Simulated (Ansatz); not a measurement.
# Preparing Sr3V2O8 (R-3m) as a host crystal, part 2 of 2

Before any defect goes in: Sr3V2O8 (R-3m) at rest, and how it screens a charge.

Ansatz 0.2.0; plane-wave PAW DFT, PBEsol; relaxation of the host's cell and atoms (the session's first sound run).

So far: The starting structure; Host cell relaxation. The relaxed cell has a = 5.575, c = 19.995 Å (conventional setting).

### 3. Dielectric tensors of the host

This step: plane-wave PAW DFPT, PBEsol; dielectric tensors, Born charges and zone-centre modes of the host (Ansatz 0.2.0).

File eps/input.yaml:

```yaml
crystal:
  lattice:
    - [2.7875866317, 1.6094138757, 6.665059905]
    - [-2.7875866317, 1.6094138757, 6.665059905]
    - [0.0, -3.218827801, 6.665059893]
  atoms:
    - { symbol: Sr, position: [0.7980996415, 0.7980996415, 0.7980996415] }
    - { symbol: Sr, position: [0.2019003585, 0.2019003585, 0.2019003585] }
    - { symbol: Sr, position: [1.0, 0.0, 0.0] }
    - { symbol: V, position: [0.5938680984, 0.5938680984, 0.5938680984] }
    - { symbol: V, position: [0.4061319016, 0.4061319016, 0.4061319016] }
    - { symbol: O, position: [0.7319299426, 0.2310541834, 0.7319299426] }
    - { symbol: O, position: [0.2310541834, 0.7319299426, 0.7319299426] }
    - { symbol: O, position: [0.7319299426, 0.7319299426, 0.2310541834] }
    - { symbol: O, position: [0.2680700574, 0.7689458166, 0.2680700574] }
    - { symbol: O, position: [0.7689458166, 0.2680700574, 0.2680700574] }
    - { symbol: O, position: [0.3214960341, 0.3214960341, 0.3214960341] }
    - { symbol: O, position: [0.6785039659, 0.6785039659, 0.6785039659] }
    - { symbol: O, position: [0.2680700574, 0.2680700574, 0.7689458166] }
basis:
  ecutwfc: 420
hamiltonian:
  xc: pbesol
kpoints:
  mp_grid: { grid: [5, 5, 5] }
scf:
  occupations: { method: fixed }
  max_iter: 100
phonons:
  method: dfpt
  dielectric: true
  rigid_motions: translations
```

Launch:

```console
$ ansatz run input.yaml --threads 2 --pin off --max-ram 3768MiB --backend cpu --events-out ev --progress --plain --runs-dir out
```

Numbers of over 12 decimals in the logs are rounded to 6 here.

The program printed:

```text
[...]
Crystal: 13 atoms, lattice volume = 179.412 Å³
Basis set: ecut = 420 eV, 3527 PW (Γ), exchange–correlation on 100×100×100 points (8 copies of the dense FFT grid, shifted against one another)
Bands: 65, of which v1, the nominal top of the filled ones, is band 52 counted from 1 (51 counted from 0)
Symmetry: 12 space group operations
k-points: 63 of 125 (irreducible under 1 space group operation, time reversal used)
[...]
SCF iter   1: F=—  HF=-20751.686183 eV  |F-HF|=—  |Δ(HF+E_count)|=         —  Δρ=1.53e-2  dr2=3.59e-1  ethr=1.77e-3  ⟨swp⟩=5.5  Hψ=15340  notcnv=0  defer=625
[...]
SCF iter  11: F=-20751.612308 eV  HF=-20751.612308 eV  |F-HF|=5.82e-11  |Δ(HF+E_count)|=  1.46e-11  Δρ=1.90e-7  dr2=7.83e-11  ethr=1.00e-12  ⟨swp⟩=17.6  Hψ=29623  notcnv=0
SCF 1 converged in 11 iterations: F = -20751.612308 eV  dr2 = 7.83e-11
[...]
NSCF: frozen V_eff on 13 k-points
DFPT response loops at Γ: preconditioner auto → Resta (q_TF=auto, 2.491 Å⁻¹)  ε∞=4.0 (no band partly filled); β = 1.00, the filter's whole step (`scf.mixing.beta` (0.50) is not read by the response loops at its default; [...]
SCF converged after 11 iterations
Free energy (F): -20751.612308 eV
[...]
Internal energy: -20751.612308 eV  (E = F + TS)
E sigma→0 (E₀):  -20751.612308 eV
Fermi energy:    6.911015 eV
[...]
--- Band table (eV; the first three rows and the last of 63) ---
[...]
[... further k-points left out ...]
--- Phonons (Γ-DFPT): 10 representative perturbations + reference, on 63 of 125 k-points (Σ response iterations 40) ---
  k mesh reduced under 1 symmetry operation, with k and −k counted as one. Each operation leaves every solved perturbation unchanged. A smaller set is not considered because the run solves the response to a homogeneous field
  ASR residual: 1.138e-4 → 0.000e0 eV/Å²; symmetrization residual: 5.679e-6 eV/Å²
  ASR residual per site (eV/Å²): 4.58e-5 4.58e-5 1.14e-4 8.22e-5 8.22e-5 3.10e-5 3.10e-5 3.10e-5 3.10e-5 3.10e-5 4.93e-5 4.93e-5 3.10e-5
  Γ frequencies (cm⁻¹): -75.57 -25.73 -25.73 0.00 0.00 0.00 60.81 90.12 90.12 108.53 108.53 136.81 136.81 137.52 161.17 163.08 163.08 175.51 175.51 211.65 223.05 319.25 319.25 342.85 342.85 360.28 360.28 371.99 382.74 382.74 421.14 796.14 796.14 800.98 800.98 [...]
  ε∞ (high-frequency dielectric tensor):
        3.895623     0.000000     0.000000
        0.000000     3.895623    -0.000000
        0.000000    -0.000000     3.945831
  softest optical mode at Γ: -75.57 cm⁻¹; the repairs (sum rule, projections) moved no ω² at Γ by more than (2.17 cm⁻¹)²
  Born effective charges Z* (e; rows j = field, columns β = displacement):
    site 0:
         2.64796   -0.00000   -0.00000
        -0.00000    2.64796   -0.00000
        -0.00000   -0.00000    3.45987
    site 1:
         2.64796   -0.00000   -0.00000
        -0.00000    2.64796   -0.00000
        -0.00000   -0.00000    3.45987
    site 2:
         2.83174    0.00000   -0.00000
        -0.00000    2.83174    0.00000
        -0.00000    0.00000    2.18303
    site 3:
         3.27941    0.00000   -0.00000
        -0.00000    3.27941   -0.00000
        -0.00000   -0.00000    3.40848
    site 4:
         3.27941    0.00000   -0.00000
        -0.00000    3.27941   -0.00000
        -0.00000   -0.00000    3.40848
    site 5:
        -2.57678    0.78326    0.55786
         0.78326   -1.67235   -0.32208
         0.57322   -0.33095   -1.53174
    site 6:
        -2.57678   -0.78326   -0.55786
        -0.78326   -1.67235   -0.32208
        -0.57322   -0.33095   -1.53174
    site 7:
        -1.22013    0.00000   -0.00000
        -0.00000   -3.02900    0.64416
        -0.00000    0.66190   -1.53174
    site 8:
        -2.57678    0.78326    0.55786
         0.78326   -1.67235   -0.32208
         0.57322   -0.33095   -1.53174
    site 9:
        -2.57678   -0.78326   -0.55786
        -0.78326   -1.67235   -0.32208
        -0.57322   -0.33095   -1.53174
    site 10:
        -0.96955    0.00000   -0.00000
        -0.00000   -0.96955    0.00000
        -0.00000    0.00000   -3.36463
    site 11:
        -0.96955    0.00000   -0.00000
        -0.00000   -0.96955    0.00000
        -0.00000    0.00000   -3.36463
    site 12:
        -1.22013    0.00000   -0.00000
        -0.00000   -3.02900    0.64416
        -0.00000    0.66190   -1.53174
  Z* charge neutrality: 1.564e-5 e pre-enforcement
  k-mesh period / interband length: 27.9 Å / 1.22 Å = 22.80 at k = (0.0000, 0.0000, 0.0000), direct gap 3.951 eV — 14 or more, which is no proof of convergence
  optical modes at Γ without the LO–TO term, one row a degenerate level:
      ω (cm⁻¹)  modes    IR ((D/Å)²/amu)
        -75.57      1             0.0000
        -25.73      2             3.8410
         60.81      1             0.0000
         90.12      2            21.5920
        108.53      2             0.0000
        136.81      2             0.0000
        137.52      1             0.0000
        161.17      1             0.9525
        163.08      2             0.0000
        175.51      2             5.5697
        211.65      1            14.1686
        223.05      1             0.0000
        319.25      2             0.0000
        342.85      2             0.8480
        360.28      2             0.2840
        371.99      1             5.6997
        382.74      2             0.0000
        421.14      1             0.0000
        796.14      2             0.0000
        800.98      2           100.2293
        838.42      1            34.6430
        862.35      1             0.0000
        870.12      1             0.0000
        888.17      1            19.3578
  optical modes at Γ + LO–TO along q̂ = [1.0000, 0.0000, 0.0000]:
      ω (cm⁻¹)  modes    IR ((D/Å)²/amu)
        -75.57      1             0.0000
        -25.73      1             1.9205
         18.79      1             0.0525
         60.81      1             0.0000
         90.12      1            10.7960
        108.53      2             0.0000
        136.81      2             0.0000
        137.52      1             0.0000
        152.83      1             1.0712
        161.17      1             0.9525
        163.08      2             0.0000
        175.51      1             2.7848
        211.65      1            14.1686
        223.05      1             0.0000
        226.83      1             8.1038
        319.25      2             0.0000
        342.85      1             0.4240
        344.96      1             0.5277
        360.28      1             0.1420
        361.04      1             0.2210
        371.99      1             5.6997
        382.74      2             0.0000
        421.14      1             0.0000
        796.14      2             0.0000
        800.98      1            50.1146
        838.42      1            34.6430
        862.35      1             0.0000
        870.12      1             0.0000
        888.17      1            19.3578
        897.01      1            56.2059
  optical modes at Γ + LO–TO along q̂ = [0.0000, 1.0000, 0.0000]:
      ω (cm⁻¹)  modes    IR ((D/Å)²/amu)
        -75.57      1             0.0000
        -25.73      1             1.9205
         18.79      1             0.0525
         60.81      1             0.0000
         90.12      1            10.7960
        108.53      2             0.0000
        136.81      2             0.0000
        137.52      1             0.0000
        152.83      1             1.0712
        161.17      1             0.9525
        163.08      2             0.0000
        175.51      1             2.7848
        211.65      1            14.1686
        223.05      1             0.0000
        226.83      1             8.1038
        319.25      2             0.0000
        342.85      1             0.4240
        344.96      1             0.5277
        360.28      1             0.1420
        361.04      1             0.2210
        371.99      1             5.6997
        382.74      2             0.0000
        421.14      1             0.0000
        796.14      2             0.0000
        800.98      1            50.1146
        838.42      1            34.6430
        862.35      1             0.0000
        870.12      1             0.0000
        888.17      1            19.3578
        897.01      1            56.2059
  optical modes at Γ + LO–TO along q̂ = [0.0000, 0.0000, 1.0000]:
      ω (cm⁻¹)  modes    IR ((D/Å)²/amu)
        -75.57      1             0.0000
        -25.73      2             3.8410
         60.81      1             0.0000
         90.12      2            21.5920
        108.53      2             0.0000
        136.81      2             0.0000
        137.52      1             0.0000
        163.08      2             0.0000
        163.53      1             0.0660
        175.51      2             5.5697
        223.05      1             0.0000
        272.27      1             5.9927
        319.25      2             0.0000
        342.85      2             0.8480
        360.28      2             0.2840
        382.74      2             0.0000
        397.24      1             6.6987
        421.14      1             0.0000
        796.14      2             0.0000
        800.98      2           100.2293
        862.35      1             0.0000
        864.75      1             3.8312
        870.12      1             0.0000
        959.12      1            58.2328
```

Elapsed: 18 min, on 2 threads of Arm Neoverse V2, shared host; peak memory 2.7 GiB.

In the SCF lines HF is the Harris–Foulkes energy and dr2 the Hartree energy of the density residual, in eV; the loop may stop once dr2 is under the threshold and the program's other checks hold. Hψ counts applications of the Hamiltonian.

### 4. Summary of results

```json
{
  "primitive cell vectors, lengths": "7.402, 7.402, 7.402 Å"
}
```

The cell shrank by 2.4 % in volume. From the first step to the last the energy fell by 0.035 eV, across changes of basis, and the largest move was 0.006 Å (O6 and 5 other atoms alike). An imaginary zone-centre mode shows that the symmetric cell is unstable. The k-mesh can miss the band edges, so this gap is an upper bound at this level. All at zero temperature.

[Logs are printed without paths, hosts, clocks, repeated set-up lines and the standing remarks that a program may print on its own settings, such as how far it seeks lower states.]

[Hosts, paths, dates, database ids (printed as entryN), source tags and the programs' standing remarks are cut or masked in the printed files.]

[Runs of the host that timed out are not shown.]

[For some hosts the program warned that the k-mesh of the response run may be too coarse for force constants and the static dielectric constant; such warnings are not always shown.]
